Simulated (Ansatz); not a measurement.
# O on Ir(100): change of the work function, part 3 of 5

How does O on the hollow site change the work function of Ir(100) as the layer fills?

Ansatz 0.2.0; plane-wave DFT, PBEsol, Ansatz PAW (the session's first sound run).

So far, work function, upper face (eV): step 2 (the clean slab) 5.67; step 3 (37 atoms, coverage 0.111 ML, cell 3x3) 5.67.

### 4. The covered slab, k-mesh 6×6×1, coverage 0.25 ML

System of this step: Ir16O (O/Ir(100)). The cell holds 17 atoms: 16 Ir and 1 O. Cell: a = 5.431 Å, b = 5.431 Å, c = 24.434 Å, α = 90.0°, β = 90.0°, γ = 90.0°. Vacuum lies along c.

Another coverage, to see how the dipoles act on each other as their distance changes.

input.yaml

```yaml
crystal:
  lattice:
    - [5.4305800796, 0.0, 0.0]
    - [0.0, 5.4305800796, 0.0]
    - [0.0, 0.0, 24.4338689665]
  atoms:
    - { symbol: Ir, position: [0.25, 0.25, 0.3683411748] }
    - { symbol: Ir, position: [0.0, 0.0, 0.4469206254] }
    - { symbol: Ir, position: [0.25, 0.25, 0.5257020511] }
    - { symbol: Ir, position: [0.0, 0.0, 0.5999967164] }
    - { symbol: Ir, position: [0.25, 0.75, 0.3683411748] }
    - { symbol: Ir, position: [0.0, 0.5, 0.4469206254] }
    - { symbol: Ir, position: [0.25, 0.75, 0.5257020511] }
    - { symbol: Ir, position: [0.0, 0.5, 0.5999967164] }
    - { symbol: Ir, position: [0.75, 0.25, 0.3683411748] }
    - { symbol: Ir, position: [0.5, 0.0, 0.4469206254] }
    - { symbol: Ir, position: [0.75, 0.25, 0.5257020511] }
    - { symbol: Ir, position: [0.5, 0.0, 0.5999967164] }
    - { symbol: Ir, position: [0.75, 0.75, 0.3683411748] }
    - { symbol: Ir, position: [0.5, 0.5, 0.4469206254] }
    - { symbol: Ir, position: [0.75, 0.75, 0.5257020511] }
    - { symbol: Ir, position: [0.5, 0.5, 0.5999967164] }
    - { symbol: O, position: [0.25, 0.25, 0.6316588252] }
kpoints:
  mp_grid: { grid: [6, 6, 1] }
hamiltonian:
  xc: pbesol
scf:
  occupations: { method: fermi_dirac, width: 0.1 }
  convergence: { dr2_threshold: 1.0e-08 }
efield:
  axis: 3
  dipole_correction: true
  ramp_position: 0.97
  ramp_width: 0.06
relax:
  f_tol: 0.02
  max_steps: 60
  constraints: [{ sites: [0, 1, 4, 5, 8, 9, 12, 13] }]
output:
  bader: true
  dos: { projected: true, e_range: [-8, 4] }
  write_potential: true
  write_density: true
  volumetric_format: npy
  elf: true
```

Started as:

```bash
$ ansatz run input.yaml --threads 4 --pin off --max-ram 12288MiB --backend cpu --events-out ev --progress --plain --runs-dir out
```

Numbers of over 12 decimals in the logs are rounded to 6 here.

Output:

```text
[...]
Crystal: 17 atoms, lattice volume = 720.584 Å³
Basis set: ecut = 420 eV, 14037 PW (Γ), exchange–correlation on 80×80×360 points (8 copies of the dense FFT grid, shifted against one another)
Bands: 167, of which v1, the nominal top of the filled ones, is band 139 counted from 1 (138 counted from 0)
Symmetry: 8 space group operations
[...]
k-points: 10 of 36
[...]
SCF iter   1: F=—  HF=-189331.935168 eV  |F-HF|=—  |Δ(HF+E_count)|=         —  Δρ=1.33e-2  dr2=1.83e1  ethr=1.77e-3  p=0.004 e·Å  D=9.31e-4 V/Å  ΔV_dip=-0.02 eV  dr2_dipole=6.16e0  V_vac-E_F(+/−)=5.13/5.15 eV  ⟨swp⟩=8.7  Hψ=7126  notcnv=0  defer=25
[...]
SCF iter  11: F=-189331.641379 eV  HF=-189331.641379 eV  |F-HF|=4.24e-8  |Δ(HF+E_count)|=   8.49e-8  Δρ=5.26e-7  dr2=2.91e-9  ethr=3.60e-12  p=0.039 e·Å  D=9.68e-3 V/Å  ΔV_dip=-0.24 eV  dr2_dipole=2.95e-12  V_vac-E_F(+/−)=5.41/5.65 eV  ⟨swp⟩=17.6  Hψ=12778  notcnv=0
SCF 1 converged in 11 iterations: F = -189331.641379 eV  dr2 = 2.91e-9
[...]
relax step   1: F+E_penalty+E_count = -189331.64137900 eV  Δ(F+E_penalty+E_count) = +0.000e0 eV  max|allowed force component| = 3.611e0 eV/Å  Δτ_max = 0.0000 Å  (11 SCF iters, accepted)
[...]
SCF iter  10: F=-189332.209427 eV  HF=-189332.209427 eV  |F-HF|=4.96e-8  |Δ(HF+E_count)|=   1.25e-7  Δρ=5.71e-7  dr2=5.59e-9  ethr=3.60e-12  p=0.014 e·Å  D=3.51e-3 V/Å  ΔV_dip=-0.09 eV  dr2_dipole=4.92e-10  V_vac-E_F(+/−)=5.54/5.63 eV  ⟨swp⟩=16.9  Hψ=12907  notcnv=0
SCF 2 converged in 10 iterations: F = -189332.209427 eV  dr2 = 5.59e-9
relax step   2: F+E_penalty+E_count = -189332.20942749 eV  Δ(F+E_penalty+E_count) = -5.680e-1 eV  max|allowed force component| = 1.248e0 eV/Å  Δτ_max = 0.1910 Å  (10 SCF iters, accepted)
SCF iter   1: F=—  HF=-189332.352507 eV  |F-HF|=—  |Δ(HF+E_count)|=         —  Δρ=4.85e-3  dr2=8.53e-2  ethr=9.75e-4  p=0.014 e·Å  D=3.51e-3 V/Å  ΔV_dip=-0.09 eV  dr2_dipole=1.08e-2  V_vac-E_F(+/−)=5.54/5.62 eV  ⟨swp⟩=4.4  Hψ=3418  notcnv=0  defer=40
[...]
SCF iter  10: F=-189332.333319 eV  HF=-189332.333319 eV  |F-HF|=6.32e-8  |Δ(HF+E_count)|=   5.73e-8  Δρ=3.73e-7  dr2=1.59e-9  ethr=3.60e-12  p=0.001 e·Å  D=2.43e-4 V/Å  ΔV_dip=-0.01 eV  dr2_dipole=4.47e-11  V_vac-E_F(+/−)=5.64/5.65 eV  ⟨swp⟩=16.1  Hψ=12445  notcnv=0
SCF 3 converged in 10 iterations: F = -189332.333319 eV  dr2 = 1.59e-9
relax step   3: F+E_penalty+E_count = -189332.33331948 eV  Δ(F+E_penalty+E_count) = -1.239e-1 eV  max|allowed force component| = 4.163e-1 eV/Å  Δτ_max = 0.1140 Å  (10 SCF iters, accepted)
[...]
relax step   4: F+E_penalty+E_count = -189332.35988429 eV  Δ(F+E_penalty+E_count) = -2.656e-2 eV  max|allowed force component| = 7.644e-2 eV/Å  Δτ_max = 0.0561 Å  (9 SCF iters, accepted)
SCF iter   1: F=—  HF=-189332.360599 eV  |F-HF|=—  |Δ(HF+E_count)|=         —  Δρ=3.48e-4  dr2=1.04e-3  ethr=3.25e-6  p=-0.008 e·Å  D=-2.03e-3 V/Å  ΔV_dip=0.05 eV  dr2_dipole=1.53e-4  V_vac-E_F(+/−)=5.71/5.66 eV  ⟨swp⟩=2.2  Hψ=2913  notcnv=0  defer=9
[...]
SCF iter   7: F=-189332.360570 eV  HF=-189332.360570 eV  |F-HF|=1.66e-8  |Δ(HF+E_count)|=   9.48e-8  Δρ=6.22e-7  dr2=4.86e-9  ethr=3.60e-12  p=-0.006 e·Å  D=-1.63e-3 V/Å  ΔV_dip=0.04 eV  dr2_dipole=1.02e-10  V_vac-E_F(+/−)=5.70/5.66 eV  ⟨swp⟩=13.0  Hψ=12429  notcnv=0
SCF 5 converged in 7 iterations: F = -189332.360570 eV  dr2 = 4.86e-9
relax step   5: F+E_penalty+E_count = -189332.36056960 eV  Δ(F+E_penalty+E_count) = -6.853e-4 eV  max|allowed force component| = 6.554e-3 eV/Å  Δτ_max = 0.0063 Å  (7 SCF iters, accepted)
[...]
SCF converged after 7 iterations
Free energy (F): -189332.360570 eV
[...]
Internal energy: -189331.639185 eV  (E = F + TS)
E sigma→0 (E₀):  -189331.999877 eV
Entropy (-TS):   -0.721385 eV (-42.434 meV/atom)
Fermi energy:    4.275218 eV
Dipole field:    D = -0.001637 V/Å  (p = -0.006517 e·Å, saw-weighted, corrected)
Work function:   Φ+ = 5.6990 eV   Φ− = 5.6590 eV
[...]
--- Forces (eV/Å), atoms counted from 1 ---
  atom   1  Ir     0.00000000    -0.00000000     1.19238278
  atom   2  Ir    -0.09938875    -0.09938875    -1.08363866
  atom   3  Ir    -0.00000000     0.00000000    -0.00655395
  atom   4  Ir    -0.00043122    -0.00043122    -0.00024073
  atom   5  Ir     0.00000000    -0.00000000     1.00942520
  atom   6  Ir    -0.09938875     0.09938875    -1.08363866
  atom   7  Ir     0.00000000     0.00000000    -0.00037560
  atom   8  Ir    -0.00043122     0.00043122    -0.00024073
  atom   9  Ir     0.00000000    -0.00000000     1.00942520
  atom  10  Ir     0.09938875    -0.09938875    -1.08363866
  atom  11  Ir    -0.00000000    -0.00000000    -0.00037560
  atom  12  Ir     0.00043122    -0.00043122    -0.00024073
  atom  13  Ir     0.00000000    -0.00000000     1.13286387
  atom  14  Ir     0.09938875     0.09938875    -1.08363866
  atom  15  Ir    -0.00000000    -0.00000000    -0.00297350
  atom  16  Ir     0.00043122     0.00043122    -0.00024073
  atom  17  O      0.00000000     0.00000000     0.00171065
  max |Σ_I F_I| component: 1.15e-5 eV/Å
--- Band table (eV; the first three rows and the last of 10) ---
  k-point 0: bands = [... 135 lower, 4.7034, 4.7348, 4.7367, 4.7367, 4.8714, 4.9525, 5.0006, 5.0134, ... 24 higher]
  k-point 1: bands = [... 135 lower, 4.4106, 4.4760, 4.5422, 4.6142, 4.6855, 4.7066, 4.8494, 4.8718, ... 24 higher]
  k-point 2: bands = [... 135 lower, 4.1264, 4.1860, 4.2147, 4.3642, 4.3756, 4.4306, 4.6261, 4.8412, ... 24 higher]
  k-point 9: bands = [... 135 lower, 3.0278, 3.0819, 3.1079, 3.1079, 3.8265, 3.8570, 3.9018, 3.9018, ... 24 higher]
--- Relaxed structure (5 steps of the walk, 5 accepted, 0 SCFs on fresh bases) ---
  F+E_penalty+E_count = -189332.36056960 eV   max|allowed force component| = 6.554e-3 eV/Å
  atoms:
    - { symbol: Ir, position: [0.250000, 0.250000, 0.3683411748] }
    - { symbol: Ir, position: [0.0, 0.0, 0.446921] }
    - { symbol: Ir, position: [0.250000, 0.250000, 0.522946] }
    - { symbol: Ir, position: [0.00298686, 0.00298686, 0.600893] }
    - { symbol: Ir, position: [0.250000, 0.75, 0.3683411748] }
    - { symbol: Ir, position: [0.0, 0.500000, 0.446921] }
    - { symbol: Ir, position: [0.250000, 0.75, 0.524641] }
    - { symbol: Ir, position: [0.00298686, 0.497013, 0.600893] }
    - { symbol: Ir, position: [0.75, 0.250000, 0.3683411748] }
    - { symbol: Ir, position: [0.500000, 0.0, 0.446921] }
    - { symbol: Ir, position: [0.75, 0.250000, 0.524641] }
    - { symbol: Ir, position: [0.497013, 0.00298686, 0.600893] }
    - { symbol: Ir, position: [0.75, 0.75, 0.3683411748] }
    - { symbol: Ir, position: [0.500000, 0.500000, 0.446921] }
    - { symbol: Ir, position: [0.75, 0.75, 0.528933] }
    - { symbol: Ir, position: [0.497013, 0.497013, 0.600893] }
    - { symbol: O, position: [0.250000, 0.250000, 0.646177] }
--- Bader charges: 17 sites ---
  site symbol  charge [e]  shift [e]
     0     Ir     -0.0523     0.0000
     1     Ir      0.0588     0.0000
     2     Ir      0.0911     0.0001
     3     Ir      0.1376     0.0009
     4     Ir     -0.0710     0.0000
     5     Ir      0.0588     0.0000
     6     Ir      0.0881     0.0001
     7     Ir      0.1377     0.0009
     8     Ir     -0.0710     0.0000
     9     Ir      0.0588     0.0000
    10     Ir      0.0880     0.0001
    11     Ir      0.1377     0.0009
    12     Ir     -0.0696     0.0000
    13     Ir      0.0588     0.0000
    14     Ir      0.0016     0.0003
    15     Ir      0.1377     0.0009
    16      O     -0.7906     0.0037
  estimated error of the sums over rays = 4.4e-4 e
```

Wall time 2.5 min (4 threads of Intel Xeon Platinum 8375C at 2.90GHz (Ice Lake), shared host); peak memory 3.1 GiB; 9.9 min of CPU time.

The steps of the relaxation:

```tsv
step	energy less that of the first step (eV)	largest force component (eV/Å)
1	0.0000	3.6113
2	-0.5680	1.2480
3	-0.6919	0.4163
4	-0.7185	0.0764
5	-0.7192	0.0066
```

Forces are held to the 8 operations that the run works with; a distortion that breaks them can't arise in this run.

The atoms that moved most (Å):

```tsv
atom	dx	dy	dz	length
O17	0.000	0.000	0.355	0.355
Ir15	0.000	0.000	0.079	0.079
Ir3	0.000	0.000	-0.067	0.067
Ir4	0.016	0.016	0.022	0.032
Ir12	-0.016	0.016	0.022	0.032
Ir8	0.016	-0.016	0.022	0.032
Ir16	-0.016	-0.016	0.022	0.032
Ir11	0.000	0.000	-0.026	0.026
```

The relaxed structure:

```cif
data_structure
_symmetry_space_group_name_H-M 'P 1'
_symmetry_Int_Tables_number 1
_cell_length_a 5.4306
_cell_length_b 5.4306
_cell_length_c 24.4339
_cell_angle_alpha 90.000
_cell_angle_beta 90.000
_cell_angle_gamma 90.000
_cell_volume 720.58
loop_
_atom_site_label
_atom_site_type_symbol
_atom_site_fract_x
_atom_site_fract_y
_atom_site_fract_z
_atom_site_occupancy
Ir1 Ir 0.25000 0.25000 0.36834 1
Ir2 Ir 0.00000 0.00000 0.44692 1
Ir3 Ir 0.25000 0.25000 0.52295 1
Ir4 Ir 0.00299 0.00299 0.60089 1
Ir5 Ir 0.25000 0.75000 0.36834 1
Ir6 Ir 0.00000 0.50000 0.44692 1
Ir7 Ir 0.25000 0.75000 0.52464 1
Ir8 Ir 0.00299 0.49701 0.60089 1
Ir9 Ir 0.75000 0.25000 0.36834 1
Ir10 Ir 0.50000 0.00000 0.44692 1
Ir11 Ir 0.75000 0.25000 0.52464 1
Ir12 Ir 0.49701 0.00299 0.60089 1
Ir13 Ir 0.75000 0.75000 0.36834 1
Ir14 Ir 0.50000 0.50000 0.44692 1
Ir15 Ir 0.75000 0.75000 0.52893 1
Ir16 Ir 0.49701 0.49701 0.60089 1
O17 O 0.25000 0.25000 0.64618 1
```

Numbers from this step:

* energy at zero smearing: -189331.9999 eV
* work function, upper face: 5.699 eV
* work function, lower face: 5.659 eV
* dipole along the normal: -0.006517 e·Å
* step between the vacuum levels: 0.03998 eV

The density of states has structure finer than the step of the table below, so its rows give means over 0.25 eV, whole bins alone (the curve runs from -8 to 1.98 eV). Peaks (eV: height): -5.380: 58.3, -3.580: 45.3, -3.430: 38.8, -3.340: 47.1, -3.100: 36.8, -2.140: 44.9, 0.780: 32.9.

Table of density of states by energy, zero at the Fermi level; means over each step:

```tsv
energy (eV)	density of states (states/eV a cell)
-7.75	8.09
-7.50	9.78
-7.25	11.7
-7.00	18.0
-6.75	16.1
-6.50	18.7
-6.25	14.9
-6.00	15.6
-5.75	15.8
-5.50	22.4
-5.25	15.4
-5.00	15.1
-4.75	17.7
-4.50	18.7
-4.25	17.0
-4.00	15.9
-3.75	19.3
-3.50	34.7
-3.25	24.6
-3.00	18.1
-2.75	18.9
-2.50	13.4
-2.25	21.8
-2.00	25.0
-1.75	17.8
-1.50	19.3
-1.25	20.5
-1.00	20.7
-0.75	22.3
-0.50	18.7
-0.25	21.8
0.00	23.4
0.25	19.1
0.50	15.8
0.75	26.2
1.00	21.0
1.25	13.7
1.50	10.2
1.75	7.88
```

Projected DOS per atom over height of the atomic layer and energy from the Fermi level. Layers: Ir4 Ir4 Ir4 Ir4 O from below.

Values in states/eV, 22 rows by 5 columns, each cell a mean:
```
0.46 0.31 0.29 0.43 0.33
0.63 0.78 0.77 0.87 0.50
1.31 1.54 1.53 1.25 0.43
1.11 0.99 1.07 1.02 0.31
1.79 1.10 1.03 1.46 0.31
1.75 0.88 0.80 1.28 0.30
1.77 0.96 0.81 1.54 0.31
1.31 1.01 0.95 1.51 0.27
1.96 0.96 0.76 1.21 0.27
1.69 0.92 0.82 1.49 0.24
1.35 0.65 0.71 1.29 0.62
1.45 1.38 1.39 1.44 0.67
1.28 1.61 1.74 1.41 0.56
0.87 1.11 1.09 0.86 0.43
1.13 1.15 1.13 0.86 0.50
0.79 0.92 0.97 0.65 0.56
0.82 1.25 1.18 1.08 1.30
0.82 1.34 0.92 0.75 0.83
0.59 1.38 1.36 0.68 1.01
0.34 1.16 1.56 0.88 1.45
0.20 0.77 1.05 0.58 0.75
0.15 0.50 0.58 0.36 0.38
```
Columns: height of the atomic layer (Å) from 9 to 15.8 (not evenly spaced); rows upwards: energy from the Fermi level (eV) from -7.96 to 1.95.

Electrostatic potential energy in the ca plane at fractional y = 0.250, with atoms of Ir and O within 0.2 Å of it. With pseudopotentials it is smooth inside the atoms' cores, unlike the true potential.

Ten even steps from '0' (-61 eV) to '9' (10 eV), each cell a mean:
```
99988788998899877899889999999999999999999999
99863247899998523589999999999999999999999999
99730004899986100268999999999999999999999999
99730004899985100168999999999999999999999999
99851026899997300379999999999999999999999999
99986568999998755789999999999999999999999999
99998889998899888899889999999999999999999999
99988788998898877899889999999999999999999999
99863247899997523589998779999999999999999999
99730004899985100278996325999999999999999999
99730004899985000168996214999999999999999999
99851026899986200479998547999999999999999999
99986568999998755789889999999999999999999999
99998889998899888999888999999999999999999999
```
Columns run along c (16.0 Å, from fractional 0.30 to 0.95 of the cell; values clipped at the 3rd and 97th percentile), rows up along a (5.4 Å). Atoms in or near the plane, at fractional coordinates: Ir at (0.37, 0.25), Ir at (0.52, 0.25), Ir at (0.37, 0.75), Ir at (0.52, 0.75), O at (0.65, 0.25).

ELF in the ca plane at fractional y = 0.250, with atoms of Ir and O within 0.2 Å of it. It is the smooth field of the valence electrons, not physical close to the nuclei.

Values, 8 rows by 16 columns, each cell a mean:
```
0.21 0.38 0.32 0.30 0.30 0.36 0.30 0.32 0.24 0.05 0.00 0.00 0.00 0.00 0.00 0.00
0.22 0.56 0.53 0.22 0.26 0.56 0.49 0.23 0.18 0.05 0.00 0.00 0.00 0.00 0.00 0.00
0.21 0.54 0.50 0.24 0.26 0.55 0.44 0.26 0.21 0.05 0.00 0.00 0.00 0.00 0.00 0.00
0.22 0.37 0.29 0.31 0.31 0.32 0.29 0.33 0.23 0.05 0.00 0.00 0.00 0.00 0.00 0.00
0.21 0.38 0.32 0.29 0.30 0.36 0.29 0.25 0.42 0.37 0.05 0.00 0.00 0.00 0.00 0.00
0.23 0.56 0.53 0.21 0.27 0.57 0.48 0.20 0.63 0.79 0.19 0.00 0.00 0.00 0.00 0.00
0.22 0.54 0.50 0.23 0.27 0.56 0.43 0.21 0.66 0.73 0.15 0.00 0.00 0.00 0.00 0.00
0.23 0.37 0.29 0.31 0.31 0.32 0.28 0.28 0.29 0.21 0.02 0.00 0.00 0.00 0.00 0.00
```
Columns run along c (16.0 Å, from fractional 0.30 to 0.95 of the cell), rows up along a (5.4 Å). Atoms in or near the plane, at fractional coordinates: Ir at (0.37, 0.25), Ir at (0.52, 0.25), Ir at (0.37, 0.75), Ir at (0.52, 0.75), O at (0.65, 0.25).

Valence density in the ca plane at fractional y = 0.250, with atoms of Ir and O within 0.2 Å of it. It is the smooth field of the valence electrons, not physical close to the nuclei.

Ten steps, logarithmic in the rise over the least value, from '0' (0.0 e/Å³) to '9' (9.0 e/Å³), each cell a mean:
```
01234443333333444333333210000000000000000000
01357875333334677643332110000000000000000000
01479996422235899853221100000000000000000000
02489997422236999863221100000000000000000000
01368986332235799743222100000000000000000000
01245654333333466433332210000000000000000000
01233433333333333333333210000000000000000000
01234443333333444333333322100000000000000000
01357875333334677543334554200000000000000000
02479996422236899853236887410000000000000000
02489997422236999853236897410000000000000000
01368986332235798743235776310000000000000000
01245654333333565433333443100000000000000000
01233433333333333333333221000000000000000000
```
Columns run along c (16.0 Å, from fractional 0.30 to 0.95 of the cell), rows up along a (5.4 Å). Atoms in or near the plane, at fractional coordinates: Ir at (0.37, 0.25), Ir at (0.52, 0.25), Ir at (0.37, 0.75), Ir at (0.52, 0.75), O at (0.65, 0.25).

The relaxation took 5 steps and lowered the energy by 0.72 eV; the largest force on the free atoms ends at 0.0066 eV/Å.

By hand: a sheet of dipoles makes a step −p/(ε₀A) in the electron's potential. With e/ε₀ = 180.95 V·Å, p = -0.006517 e·Å and A = 29.49 Å², that is −180.95 × (-0.006517) / 29.49 = +0.040 eV, and the two vacuum levels of the run differ by +0.040 eV.

The covered face has 5.70 eV, +0.03 eV against the clean one; the bare back face has moved by -0.02 eV, a measure of how thin the slab is.

### 5. The covered slab, k-mesh 6×6×1, coverage 0.5 ML

System of this step: Ir8O (O/Ir(100)). The cell holds 18 atoms: 16 Ir and 2 O. Its edges and angles: a = 5.431 Å, b = 5.431 Å, c = 24.434 Å, α = 90.0°, β = 90.0°, γ = 90.0°. Vacuum lies along c.

Another coverage, to see how the dipoles act on each other as their distance changes.

input.yaml: that of step 4 with these lines changed.

```diff
@@ -23,2 +23,3 @@
     - { symbol: O, position: [0.25, 0.25, 0.6316588252] }
+    - { symbol: O, position: [0.75, 0.75, 0.6316588252] }
 kpoints:
@@ -45,2 +46 @@
   volumetric_format: npy
-  elf: true
```

Output:

```text
[...]
Crystal: 18 atoms, lattice volume = 720.584 Å³
Basis set: ecut = 420 eV, 14037 PW (Γ), exchange–correlation on 80×80×360 points (8 copies of the dense FFT grid, shifted against one another)
Bands: 171, of which v1, the nominal top of the filled ones, is band 142 counted from 1 (141 counted from 0)
Symmetry: 16 space group operations
[...]
2     Ir      0.0192     0.0001
     3     Ir      0.3280     0.0016
     4     Ir     -0.0776     0.0000
     5     Ir      0.0628     0.0000
     6     Ir      0.0959     0.0000
     7     Ir      0.3280     0.0016
[...]
14     Ir      0.0192     0.0001
    15     Ir      0.3280     0.0016
    16      O     -0.7629     0.0031
    17      O     -0.7629     0.0031
  estimated error of the sums over rays = 5.3e-4 e
[key lines of the parts left out:]
SCF converged after 8 iterations
Free energy (F): -189891.976491 eV
Fermi energy:    4.354285 eV
Dipole field:    D = -0.010796 V/Å  (p = -0.042993 e·Å, saw-weighted, corrected)
Work function:   Φ+ = 5.9175 eV   Φ− = 5.6537 eV
```

Wall time 3.2 min (4 threads); peak memory 3.2 GiB.

Relaxation path:

```tsv
step	energy less that of the first step (eV)	largest force component (eV/Å)
1	0.0000	4.1947
2	-1.3874	1.8813
3	-1.8176	1.1086
4	-1.9290	0.1652
5	-1.9284	0.1592
6	-1.9319	0.0069
```

Relaxation step 5 was tried and not accepted.

The run keeps the 16 symmetry operations that it works with, so distortions that break them were not tested.

The atoms that moved most (Å):

```tsv
atom	dx	dy	dz	length
O18	0.000	0.000	0.419	0.419
O17	0.000	0.000	0.419	0.419
Ir7	0.000	0.000	-0.054	0.054
Ir11	0.000	0.000	-0.054	0.054
Ir12	0.000	0.000	0.044	0.044
Ir16	0.000	0.000	0.044	0.044
Ir8	0.000	0.000	0.044	0.044
Ir4	0.000	0.000	0.044	0.044
```

The relaxed structure:

```cif
data_structure
_symmetry_space_group_name_H-M 'P 1'
_symmetry_Int_Tables_number 1
_cell_length_a 5.4306
_cell_length_b 5.4306
_cell_length_c 24.4339
_cell_angle_alpha 90.000
_cell_angle_beta 90.000
_cell_angle_gamma 90.000
_cell_volume 720.58
loop_
_atom_site_label
_atom_site_type_symbol
_atom_site_fract_x
_atom_site_fract_y
_atom_site_fract_z
_atom_site_occupancy
Ir1 Ir 0.25000 0.25000 0.36834 1
Ir2 Ir 0.00000 0.00000 0.44692 1
Ir3 Ir 0.25000 0.25000 0.52681 1
Ir4 Ir 0.00000 0.00000 0.60178 1
Ir5 Ir 0.25000 0.75000 0.36834 1
Ir6 Ir 0.00000 0.50000 0.44692 1
Ir7 Ir 0.25000 0.75000 0.52348 1
Ir8 Ir 0.00000 0.50000 0.60178 1
Ir9 Ir 0.75000 0.25000 0.36834 1
Ir10 Ir 0.50000 0.00000 0.44692 1
Ir11 Ir 0.75000 0.25000 0.52348 1
Ir12 Ir 0.50000 0.00000 0.60178 1
Ir13 Ir 0.75000 0.75000 0.36834 1
Ir14 Ir 0.50000 0.50000 0.44692 1
Ir15 Ir 0.75000 0.75000 0.52681 1
Ir16 Ir 0.50000 0.50000 0.60178 1
O17 O 0.25000 0.25000 0.64880 1
O18 O 0.75000 0.75000 0.64880 1
```

The relaxation took 6 steps and lowered the energy by 1.9 eV; the largest force on the free atoms ends at 0.0069 eV/Å.

The covered face has 5.92 eV, +0.25 eV against the clean one; the bare back face has moved by -0.03 eV, a measure of how thin the slab is.

[end of part 3 of 5]

[Logs are printed without paths, hosts, clocks, repeated set-up lines and the standing remarks that a program may print on its own settings, such as how far it seeks lower states.]

[Hosts, paths, dates, database ids (printed as entryN), source tags and the programs' standing remarks are cut or masked in the printed files.]

[Maps of the electrostatic potential energy from Ansatz leave out the sawtooth potential of an applied field or a dipole correction, so their vacuum need not be flat; planar profiles and work functions include it.]

[The density of states shown here was stored with 400 of the rows of the run's finer table, so its peaks can read low, often by over a quarter, or be missed, and its means over a window can be off by a tenth or more.]
